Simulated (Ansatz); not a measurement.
**A hypothetical structure for Zn3Pb**

Starting from a made-up structure for Zn3Pb, the aim is the relaxed cell, its shortest contacts and, where a second run follows, its electronic structure.

Method: DFT, r2SCAN, plane-wave PAW, files of the set soft_1, scalar-relativistic, no spin, cell and ions relaxed at zero pressure; PAW set soft_1, in the first sound run; inputs show where later runs differ, in Ansatz 0.2.0.

### 1. The starting structure

Symmetry: P6_3/mmc, No. 194, hexagonal system. Conventional cell: a = 6.151 Å, b = 6.151 Å, c = 4.904 Å, α = 90.00°, β = 90.00°, γ = 120.00°. Nearest to Pb lie 12 Zn at 3.05 to 3.08 Å. Nearest to Zn lie 8 Zn at 3.00 to 3.15 Å and 4 Pb at 3.05 to 3.08 Å. Farther neighbours are not listed.

### 2. Relaxation of the guess

The guess takes its coordinates from another compound and its volume from a rule, so the cell and any free coordinates are relaxed together.

Input file input.yaml:

```yaml
crystal:
  lattice:
    - [6.151, 0.0, 0.0]
    - [-3.0755, 5.326922259, 0.0]
    - [0.0, 0.0, 4.904]
  atoms:
    - { symbol: Pb, position: [0.333333333, 0.666666667, 0.75] }
    - { symbol: Pb, position: [0.666666667, 0.333333333, 0.25] }
    - { symbol: Zn, position: [0.162600005, 0.32520001, 0.25] }
    - { symbol: Zn, position: [0.162600005, 0.837399995, 0.25] }
    - { symbol: Zn, position: [0.67479999, 0.837399995, 0.25] }
    - { symbol: Zn, position: [0.837399995, 0.67479999, 0.75] }
    - { symbol: Zn, position: [0.837399995, 0.162600005, 0.75] }
    - { symbol: Zn, position: [0.32520001, 0.162600005, 0.75] }
kpoints:
  mp_grid: { grid: [5, 5, 6] }
scf:
  occupations: { method: fermi_dirac, width: 0.05 }
hamiltonian:
  xc: r2scan
  pseudopotentials: { kind: paw, azcp: { folder: soft_1 } }
relax:
  f_tol: 0.015
  max_steps: 70
  cell: {}
output:
  forces: true
  stress: true
```

On the command line:

```bash
> ansatz run input.yaml --threads 4 --pin off --max-ram 10240MiB --backend cpu --events-out ev --progress --plain --runs-dir out
```

Numbers of over 12 decimals in the logs are rounded to 6 here.

Output:

```text
Engine: ansatz 0.2.0, x86_64-unknown-linux-gnu
Pseudopotentials: kind: paw
Pseudopotential: Pb, paw, valence charge 14, recommended cutoff 500 eV (meta_gga), soft_1/Pb.paw.azcp
Pseudopotential: Zn, paw, valence charge 12, recommended cutoff 500 eV (meta_gga), soft_1/Zn.paw.azcp
Functional definition: r2SCAN
  parameter k0 = 0.174
  parameter k1 = 0.065
  parameter a1 = 4.9479
  exchange = r2scan_x(k0 = k0, k1 = k1, a1 = a1)
  correlation = r2scan_c
Crystal: 8 atoms, lattice volume = 160.684 Å³
Basis set: ecut = 500 eV, 4049 PW (Γ), exchange–correlation on 180×180×144 points (64 copies of the dense FFT grid, shifted against one another)
Bands: 60, of which v1, the nominal top of the filled ones, is band 50 counted from 1 (49 counted from 0)
Symmetry: 24 space group operations
Space group: P63/mmc (ITA 194), of the structure as read, at distance tolerance 5.4e-5 Å
k-points: 20 of 150
Non-local potential: Pb, projectors of the file, l = 0: 2, l = 1: 2, l = 2: 2, l = 3: 1
Non-local potential: Zn, projectors of the file, l = 0: 2, l = 1: 2, l = 2: 3, l = 3: 1
PAW form: soft (Blöchl's): semilocal exchange-correlation on the pseudo side does not see the compensation charge
PAW frozen core: Pb, regenerated for the run's functional (the file was generated under x = pbe(κ = 0.804, μ = 0.219515), c = pbe(β = 0.066725))
PAW frozen core: Zn, regenerated for the run's functional (the file was generated under x = pbe(κ = 0.804, μ = 0.219515), c = pbe(β = 0.066725))
PAW one-centre angular grid: Pb, 590 points (default); XC on 160 Gauss nodes
PAW one-centre angular grid: Zn, 590 points (default); XC on 160 Gauss nodes
Initial density: superposition of atomic densities (chi_scale 0.1, normalization cell, long waves kept (reshape's long-wave potential 0.03 eV rms))
Initial wavefunctions: pseudopotential atomic-orbital guess
Functional: x = r2scan, c = r2scan; τ floored in thin density (d = 2e-4 eV/Å³)
SCF iter   1: F=—  HF=-43798.697527 eV  |F-HF|=—  |Δ(HF+E_count)|=         —  Δρ=4.57e-2  dr2=4.37e0  dr2_τ=1.24e-2  ethr=3.10e-3  ⟨swp⟩=10.4  Hψ=5977  notcnv=0  defer=3
preconditioner: auto → Kerker (q_TF=auto, 2.521 Å⁻¹)  [metal: Δε(μ)=0.079 eV  Ē_g=12.184 eV  σ=0.050 eV  W_gap=0.37  n_scr=44 (ndim 8)  ℏωp=29.3 eV  f_vac=0.000  D(μ)=3.12/eV (n_scr^D=20)]
SCF iter   2: F=—  HF=-43797.885269 eV  |F-HF|=—  |Δ(HF+E_count)|=   8.12e-1  Δρ=1.70e-2  dr2=1.36e0  dr2_τ=5.56e-3  ethr=3.10e-3  ⟨swp⟩=3.9  Hψ=2577  notcnv=0  defer=52
SCF iter   3: F=—  HF=-43797.658382 eV  |F-HF|=—  |Δ(HF+E_count)|=   2.27e-1  Δρ=1.28e-2  dr2=4.28e-1  dr2_τ=3.37e-3  ethr=1.36e-3  ⟨swp⟩=4.0  Hψ=2503  notcnv=0  defer=51
SCF iter   4: F=—  HF=-43797.604895 eV  |F-HF|=—  |Δ(HF+E_count)|=   5.35e-2  Δρ=5.71e-3  dr2=5.81e-2  dr2_τ=3.02e-4  ethr=4.28e-4  ⟨swp⟩=3.1  Hψ=2251  notcnv=0  defer=51
SCF iter   5: F=—  HF=-43797.606226 eV  |F-HF|=—  |Δ(HF+E_count)|=   1.33e-3  Δρ=1.01e-3  dr2=2.12e-3  dr2_τ=2.67e-5  ethr=5.81e-5  ⟨swp⟩=3.2  Hψ=2432  notcnv=0  defer=50
SCF iter   6: F=—  HF=-43797.608399 eV  |F-HF|=—  |Δ(HF+E_count)|=   2.17e-3  Δρ=7.80e-4  dr2=7.78e-4  dr2_τ=7.44e-6  ethr=2.12e-6  ⟨swp⟩=2.0  Hψ=2101  notcnv=0  defer=50
SCF iter   7: F=—  HF=-43797.609311 eV  |F-HF|=—  |Δ(HF+E_count)|=   9.11e-4  Δρ=2.04e-4  dr2=8.24e-5  dr2_τ=6.06e-7  ethr=7.78e-7  ⟨swp⟩=2.0  Hψ=1965  notcnv=0  defer=50
SCF iter   8: F=—  HF=-43797.609422 eV  |F-HF|=—  |Δ(HF+E_count)|=   1.11e-4  Δρ=8.09e-5  dr2=1.33e-5  dr2_τ=4.83e-8  ethr=8.24e-8  ⟨swp⟩=2.0  Hψ=2173  notcnv=0  defer=50
SCF iter   9: F=—  HF=-43797.609436 eV  |F-HF|=—  |Δ(HF+E_count)|=   1.45e-5  Δρ=1.94e-5  dr2=4.37e-7  dr2_τ=1.15e-8  ethr=1.33e-8  ⟨swp⟩=2.0  Hψ=1969  notcnv=0  defer=50
SCF iter  10: F=-43797.609437 eV  HF=-43797.609437 eV  |F-HF|=1.07e-7  |Δ(HF+E_count)|=   5.95e-7  Δρ=7.65e-6  dr2=9.24e-8  dr2_τ=6.78e-10  ethr=1.00e-10  ⟨swp⟩=5.0  Hψ=4249  notcnv=0
SCF 1 converged in 10 iterations: F = -43797.609437 eV  dr2 = 9.24e-8
  greatest PAW one-centre occupation: 0.982 electrons in one spin orbital (limit 2), on the Zn atom at site 6 (counted from 0), in its partial waves of l = 2
relax step   1: F+E_penalty+E_count = -43797.60943710 eV  Δ(F+E_penalty+E_count) = +0.000e0 eV  max|allowed force component| = 4.094e-1 eV/Å  Δτ_max = 0.0000 Å  P = -1.996 GPa  Ω = 160.684 Å³  (10 SCF iters, dr2 threshold 1.00e-7 eV, accepted)
Crystal: 8 atoms, lattice volume = 153.887 Å³
Basis set: ecut = 500 eV, 3869 PW (Γ), exchange–correlation on 180×180×144 points (64 copies of the dense FFT grid, shifted against one another)
Initial density: handed on by an earlier stage of this run
Initial wavefunctions: those handed on with the density
iter 1 solved again at ethr=2.17e-4 eV; its pass at ethr=3.10e-3 eV (dr2=2.17e-1 eV) is discarded
SCF iter   1: F=—  HF=-43797.262843 eV  |F-HF|=—  |Δ(HF+E_count)|=         —  Δρ=8.47e-3  dr2=2.24e-1  dr2_τ=4.42e-1  ethr=2.17e-4  ⟨swp⟩=2.6  Hψ=6781  notcnv=0
preconditioner: auto → Kerker (q_TF=auto, 2.539 Å⁻¹)  [metal: Δε(μ)=0.016 eV  Ē_g=12.328 eV  σ=0.050 eV  W_gap=0.08  n_scr=44 (ndim 8)  ℏωp=29.9 eV  f_vac=0.000  D(μ)=4.52/eV (n_scr^D=26)]
SCF iter   2: F=—  HF=-43797.830299 eV  |F-HF|=—  |Δ(HF+E_count)|=   5.67e-1  Δρ=3.87e-3  dr2=2.45e-2  dr2_τ=5.91e-4  ethr=2.17e-4  ⟨swp⟩=3.5  Hψ=2392  notcnv=0
SCF iter   3: F=—  HF=-43797.836013 eV  |F-HF|=—  |Δ(HF+E_count)|=   5.71e-3  Δρ=1.51e-3  dr2=7.43e-3  dr2_τ=6.58e-5  ethr=2.45e-5  ⟨swp⟩=3.0  Hψ=2219  notcnv=0  defer=11
SCF iter   4: F=—  HF=-43797.835878 eV  |F-HF|=—  |Δ(HF+E_count)|=   1.36e-4  Δρ=7.04e-4  dr2=1.38e-3  dr2_τ=1.09e-5  ethr=7.43e-6  ⟨swp⟩=2.0  Hψ=2080  notcnv=0  defer=11
SCF iter   5: F=—  HF=-43797.835745 eV  |F-HF|=—  |Δ(HF+E_count)|=   1.33e-4  Δρ=4.04e-4  dr2=3.82e-4  dr2_τ=2.15e-6  ethr=1.38e-6  ⟨swp⟩=2.0  Hψ=1943  notcnv=0  defer=11
SCF iter   6: F=—  HF=-43797.835787 eV  |F-HF|=—  |Δ(HF+E_count)|=   4.25e-5  Δρ=1.06e-4  dr2=5.20e-5  dr2_τ=1.09e-7  ethr=3.82e-7  ⟨swp⟩=2.0  Hψ=1976  notcnv=0  defer=11
SCF iter   7: F=—  HF=-43797.835808 eV  |F-HF|=—  |Δ(HF+E_count)|=   2.09e-5  Δρ=3.49e-5  dr2=2.44e-6  dr2_τ=4.29e-8  ethr=5.20e-8  ⟨swp⟩=2.0  Hψ=1997  notcnv=0  defer=11
SCF iter   8: F=-43797.835810 eV  HF=-43797.835810 eV  |F-HF|=8.01e-8  |Δ(HF+E_count)|=   1.48e-6  Δρ=1.62e-5  dr2=7.96e-7  dr2_τ=1.98e-9  ethr=8.00e-10  ⟨swp⟩=4.8  Hψ=4283  notcnv=0
SCF 2 converged in 8 iterations: F = -43797.835810 eV  dr2 = 7.96e-7
  greatest PAW one-centre occupation: 0.982 electrons in one spin orbital (limit 2), on the Zn atom at site 7 (counted from 0), in its partial waves of l = 2
[...]
relax step   5: F+E_penalty+E_count = -43798.23277863 eV  Δ(F+E_penalty+E_count) = -1.632e-1 eV  max|allowed force component| = 2.217e-2 eV/Å  Δτ_max = 0.0346 Å  P = +0.164 GPa  Ω = 154.659 Å³  energy of the carried Pulay correction = +2.119e-3 eV  (8 SCF iters, dr2 threshold 8.00e-7 eV, accepted)
relax step   6: F+E_penalty+E_count = -43798.38003232 eV  Δ(F+E_penalty+E_count) = -1.473e-1 eV  max|allowed force component| = 3.887e-2 eV/Å  Δτ_max = 0.0248 Å  P = +0.725 GPa  Ω = 153.972 Å³  energy of the carried Pulay correction = +2.366e-3 eV  (9 SCF iters, dr2 threshold 8.00e-7 eV, accepted)
relax step   7: F+E_penalty+E_count = -43798.46629538 eV  Δ(F+E_penalty+E_count) = -8.626e-2 eV  max|allowed force component| = 9.327e-2 eV/Å  Δτ_max = 0.0019 Å  P = -0.272 GPa  Ω = 156.714 Å³  energy of the carried Pulay correction = +1.388e-3 eV  (8 SCF iters, dr2 threshold 8.00e-7 eV, accepted)
relax step   8: F+E_penalty+E_count = -43798.55876661 eV  Δ(F+E_penalty+E_count) = -9.247e-2 eV  max|allowed force component| = 5.670e-2 eV/Å  Δτ_max = 0.0388 Å  P = +1.279 GPa  Ω = 156.021 Å³  energy of the carried Pulay correction = +1.633e-3 eV  (8 SCF iters, dr2 threshold 8.00e-7 eV, accepted)
relax step   9: F+E_penalty+E_count = -43798.56989646 eV  Δ(F+E_penalty+E_count) = -1.113e-2 eV  max|allowed force component| = 3.546e-2 eV/Å  Δτ_max = 0.0087 Å  P = -0.367 GPa  Ω = 159.160 Å³  energy of the carried Pulay correction = +5.285e-4 eV  (7 SCF iters, dr2 threshold 8.00e-7 eV, accepted)
relax step  10: F+E_penalty+E_count = -43798.57439930 eV  Δ(F+E_penalty+E_count) = -4.503e-3 eV  max|allowed force component| = 2.466e-2 eV/Å  Δτ_max = 0.0113 Å  P = -0.151 GPa  Ω = 159.388 Å³  energy of the carried Pulay correction = +4.492e-4 eV  (7 SCF iters, dr2 threshold 8.00e-7 eV, accepted)
relax step  11: F+E_penalty+E_count = -43798.57584571 eV  Δ(F+E_penalty+E_count) = -1.446e-3 eV  max|allowed force component| = 1.260e-3 eV/Å  Δτ_max = 0.0062 Å  P = +0.106 GPa  Ω = 158.385 Å³  energy of the carried Pulay correction = +7.995e-4 eV  (7 SCF iters, dr2 threshold 1.57e-7 eV, accepted)
relax step  12: F+E_penalty+E_count = -43798.57584130 eV  Δ(F+E_penalty+E_count) = +4.407e-6 eV  max|allowed force component| = 7.274e-4 eV/Å  Δτ_max = 0.0006 Å  P = +0.003 GPa  Ω = 158.680 Å³  energy of the carried Pulay correction = +6.960e-4 eV  (6 SCF iters, dr2 threshold 3.11e-8 eV, accepted)
Basis set: ecut = 500 eV, 4023 PW (Γ), exchange–correlation on 200×200×128 points (64 copies of the dense FFT grid, shifted against one another)
Initial wavefunctions: pseudopotential atomic-orbital guess (no wavefunctions were taken with the density)
iter 1 solved again at ethr=2.97e-7 eV; its pass at ethr=3.10e-3 eV (dr2=2.97e-4 eV) is discarded
SCF iter   1: F=—  HF=-43798.580036 eV  |F-HF|=—  |Δ(HF+E_count)|=         —  Δρ=4.00e-4  dr2=3.01e-5  dr2_τ=4.06e-5  ethr=2.97e-7  ⟨swp⟩=3.5  Hψ=9980  notcnv=0
preconditioner: auto → Kerker (q_TF=auto, 2.526 Å⁻¹)  [metal: Δε(μ)=0.066 eV  Ē_g=12.299 eV  σ=0.050 eV  W_gap=0.32  n_scr=44 (ndim 8)  ℏωp=29.5 eV  f_vac=0.000  D(μ)=1.93/eV (n_scr^D=6)]
SCF iter   2: F=—  HF=-43798.580934 eV  |F-HF|=—  |Δ(HF+E_count)|=   8.98e-4  Δρ=2.83e-4  dr2=3.73e-5  dr2_τ=7.94e-6  ethr=3.01e-8  ⟨swp⟩=2.0  Hψ=2006  notcnv=0
SCF iter   3: F=—  HF=-43798.581261 eV  |F-HF|=—  |Δ(HF+E_count)|=   3.28e-4  Δρ=5.83e-5  dr2=6.85e-7  dr2_τ=5.71e-7  ethr=3.01e-8  ⟨swp⟩=2.0  Hψ=2003  notcnv=0
SCF iter   4: F=—  HF=-43798.581288 eV  |F-HF|=—  |Δ(HF+E_count)|=   2.67e-5  Δρ=1.34e-5  dr2=1.21e-7  dr2_τ=1.47e-8  ethr=6.85e-10  ⟨swp⟩=2.0  Hψ=2209  notcnv=0
SCF iter   5: F=—  HF=-43798.581289 eV  |F-HF|=—  |Δ(HF+E_count)|=   9.67e-7  Δρ=6.49e-6  dr2=3.01e-8  dr2_τ=1.35e-9  ethr=1.21e-10  ⟨swp⟩=2.0  Hψ=2005  notcnv=0
SCF iter   6: F=—  HF=-43798.581289 eV  |F-HF|=—  |Δ(HF+E_count)|=   7.88e-8  Δρ=1.55e-6  dr2=3.66e-9  dr2_τ=4.92e-11  ethr=3.01e-11  ⟨swp⟩=2.0  Hψ=2006  notcnv=0
SCF iter   7: F=—  HF=-43798.581289 eV  |F-HF|=—  |Δ(HF+E_count)|=   3.57e-9  Δρ=4.70e-7  dr2=6.12e-10  dr2_τ=9.19e-12  ethr=3.66e-12  ⟨swp⟩=2.0  Hψ=2003  notcnv=0
SCF iter   8: F=-43798.581289 eV  HF=-43798.581289 eV  |F-HF|=2.18e-11  |Δ(HF+E_count)|=  4.80e-10  Δρ=1.32e-7  dr2=3.25e-11  dr2_τ=6.49e-13  ethr=1.00e-12  ⟨swp⟩=3.1  Hψ=5294  notcnv=0
SCF 13 converged in 8 iterations: F = -43798.581289 eV  dr2 = 3.25e-11
relax step  13: F+E_penalty+E_count = -43798.58128905 eV  Δ(F+E_penalty+E_count) = -5.448e-3 eV  max|allowed force component| = 9.596e-4 eV/Å  Δτ_max = 0.0000 Å  P = +0.016 GPa  Ω = 158.680 Å³  stress off target by 3.75e-2 GPa  SCF on the basis re-selected at this cell (its energy is not comparable with the rows above)  (8 SCF iters)
basis re-selected at this cell: Δ(F+E_penalty+E_count) = -5.448e-3 eV, ΔP = +0.013 GPa vs the last step (what re-selecting the basis moved, of the pressure what is left beyond the Pulay correction that the steps carried, after the strain that the cell walked since its last selection, with what the two solves' SCF thresholds leave and, on support functions, any second-order correction that the steps lacked; it is no measure of the basis error at this ecutwfc). The dense FFT grid was sized anew with the basis: this SCF ran on 50×50×32 points, the steps before it on 45×45×36, so part of this shift can come from that change (see relax.cell in the input reference). [rest of the remark cut]
SCF converged after 8 iterations
Free energy (F): -43798.581289 eV
Harris-Foulkes:  -43798.581289 eV  (|F-HF|=2.18e-11)
Internal energy: -43798.564907 eV  (E = F + TS)
E sigma→0 (E₀):  -43798.573098 eV
Entropy (-TS):   -0.016382 eV (-2.048 meV/atom)
Fermi energy:    10.356171 eV
--- Per-component energies (eV) ---
  E_band       = 118.811416
  E_kinetic    = 1462.057955
  E_local      = -13692.087392  (includes V_loc(G=0)·N_el)
  E_nonlocal   = 5547.785504
  E_hartree    = 5260.698632
  E_xc         = -803.586926
  E_vxc        = -609.896642  (∫ρ·V_xc dr)
  E_paw        = -32324.263058  (= ΣΔE_a)
  E_vpaw       = -3149.533740  (= ΣTr[D̂ρ^β])
  E_aug_tail   = 0.000410  (compensation charges beyond the density's cutoff)
  E_vtau       = 39.088046  (kinetic-family band-sum trace: ∫τ·v_τ [+ j·A + Jᵃ·Aᵃ] dr)
  E_ewald      = -9250.004935
  E_core_change = 0.834903  (= ΣΔE_core)
  E_smearing   = -0.016382  (= −TS)
  E_closure    = 0.000000  (closes the sum)
  Σ components = -43798.581289   (vs F -43798.581289, Δ=0.00e0)
--- Forces (eV/Å), atoms counted from 1 ---
  atom   1  Pb    -0.00000000     0.00000000     0.00000000
  atom   2  Pb     0.00000000    -0.00000000     0.00000000
  atom   3  Zn     0.00000000     0.00095965     0.00000000
  atom   4  Zn     0.00083108    -0.00047982     0.00000000
  atom   5  Zn    -0.00083108    -0.00047982     0.00000000
  atom   6  Zn    -0.00000000    -0.00095965     0.00000000
  atom   7  Zn    -0.00083108     0.00047982     0.00000000
  atom   8  Zn     0.00083108     0.00047982     0.00000000
  max |Σ_I F_I| component: 4.51e-17 eV/Å
--- Stress (GPa, compression-positive) ---
        0.037533      -0.000000       0.000000
       -0.000000       0.037533      -0.000000
        0.000000      -0.000000      -0.027145
  P = ⅓ Tr σ = 0.0160 GPa (0.160 kbar)
--- Relaxed structure (12 steps of the walk, 11 accepted, 1 SCFs on fresh bases) ---
  F+E_penalty+E_count = -43798.58128905 eV   max|allowed force component| = 9.596e-4 eV/Å   (the final SCF, on the basis selected at the relaxed cell)
  cell:  # Å, volume = 158.6804 Å³
    - [6.634847, 0, 0.0]
    - [-3.317423, 5.745946, 0.0]
    - [0.0, 0.0, 4.162276]
  atoms:
    - { symbol: Pb, position: [0.333333, 0.666667, 0.75] }
    - { symbol: Pb, position: [0.666667, 0.333333, 0.25] }
    - { symbol: Zn, position: [0.137927, 0.275854, 0.25] }
    - { symbol: Zn, position: [0.137927, 0.862073, 0.25] }
    - { symbol: Zn, position: [0.724146, 0.862073, 0.25] }
    - { symbol: Zn, position: [0.862073, 0.724146, 0.75] }
    - { symbol: Zn, position: [0.862073, 0.137927, 0.75] }
    - { symbol: Zn, position: [0.275854, 0.137927, 0.75] }
```

Run time: 61 s. Hardware: 4 threads of AMD EPYC 7R13 (Zen 3), shared host; peak memory 1.1 GiB.

The steps of the relaxation:

```
step  energy less that of the first step (eV)  largest force component (eV/Å)  pressure (GPa)  volume (Å³)
   1                                   0.0000                          0.4094           -2.00       160.68
   2                                  -0.2264                          0.2992           -0.02       153.89
   3                                  -0.2171                          0.7515            3.29       151.35
   4                                  -0.4601                          0.1341           -0.08       154.85
   5                                  -0.6233                          0.0222            0.16       154.66
   6                                  -0.7706                          0.0389            0.72       153.97
   7                                  -0.8569                          0.0933           -0.27       156.71
   8                                  -0.9493                          0.0567            1.28       156.02
   9                                  -0.9605                          0.0355           -0.37       159.16
  10                                  -0.9650                          0.0247           -0.15       159.39
  11                                  -0.9664                          0.0013            0.11       158.38
  12                                  -0.9664                          0.0007            0.00       158.68
 13*                                  -0.9719                          0.0010            0.02       158.68
```

Relaxation steps marked * repeat the geometry before them on a plane-wave basis chosen anew for their cell, so energy and pressure can jump there. Relaxation step 3 was tried and not accepted.

Forces are held to the 24 operations that the run works with; a distortion that breaks them can't arise in this run.

```
     cell as run  before  after   change
           a (Å)   6.151  6.635   +7.9 %
           b (Å)   6.151  6.635   +7.9 %
           c (Å)   4.904  4.162  -15.1 %
volume (Å³/atom)   20.09  19.84   -1.2 %
```

The atoms that moved most (Å, as changes of fractional coordinates times the final cell):

```
atom      dx      dy     dz  length
 Zn5   0.246   0.142  0.000   0.284
 Zn4  -0.246   0.142  0.000   0.284
 Zn6   0.000   0.284  0.000   0.284
 Zn3   0.000  -0.284  0.000   0.284
 Zn8  -0.246  -0.142  0.000   0.284
 Zn7   0.246  -0.142  0.000   0.284
```

The relaxed structure:

```cif
data_structure
_symmetry_space_group_name_H-M 'P 1'
_symmetry_Int_Tables_number 1
_cell_length_a 6.6348
_cell_length_b 6.6348
_cell_length_c 4.1623
_cell_angle_alpha 90.000
_cell_angle_beta 90.000
_cell_angle_gamma 120.000
_cell_volume 158.68
loop_
_atom_site_label
_atom_site_type_symbol
_atom_site_fract_x
_atom_site_fract_y
_atom_site_fract_z
_atom_site_occupancy
Pb1 Pb 0.33333 0.66667 0.75000 1
Pb2 Pb 0.66667 0.33333 0.25000 1
Zn3 Zn 0.13793 0.27585 0.25000 1
Zn4 Zn 0.13793 0.86207 0.25000 1
Zn5 Zn 0.72415 0.86207 0.25000 1
Zn6 Zn 0.86207 0.72415 0.75000 1
Zn7 Zn 0.86207 0.13793 0.75000 1
Zn8 Zn 0.27585 0.13793 0.75000 1
```

Numbers from this step:

```
free energy             : -43798.5813 eV
energy at zero smearing : -43798.5731 eV
smearing term TS        : 0.01638 eV
Fermi energy            : 10.36 eV
electrons               : 100
symmetry operations     : 24
pressure                : 0.01597 GPa
```

Shortest distances by pair of elements, guess and relaxed (not always the same contact):

```
 pair  guess (Å)  relaxed (Å)
Zn–Zn      3.000        2.616
Pb–Zn      3.053        3.062
Pb–Pb      4.316        4.162
```

The relaxation ends with a largest force component of 9.6e-4 eV/Å and a pressure of 0.02 GPa.

(Part 1 of 2 ends here.)

[Logs are printed without paths, hosts, clocks, repeated set-up lines and the standing remarks that a program may print on its own settings, such as how far it seeks lower states.]

[Hosts, paths, dates, database ids (printed as entryN), source tags and the programs' standing remarks are cut or masked in the printed files.]
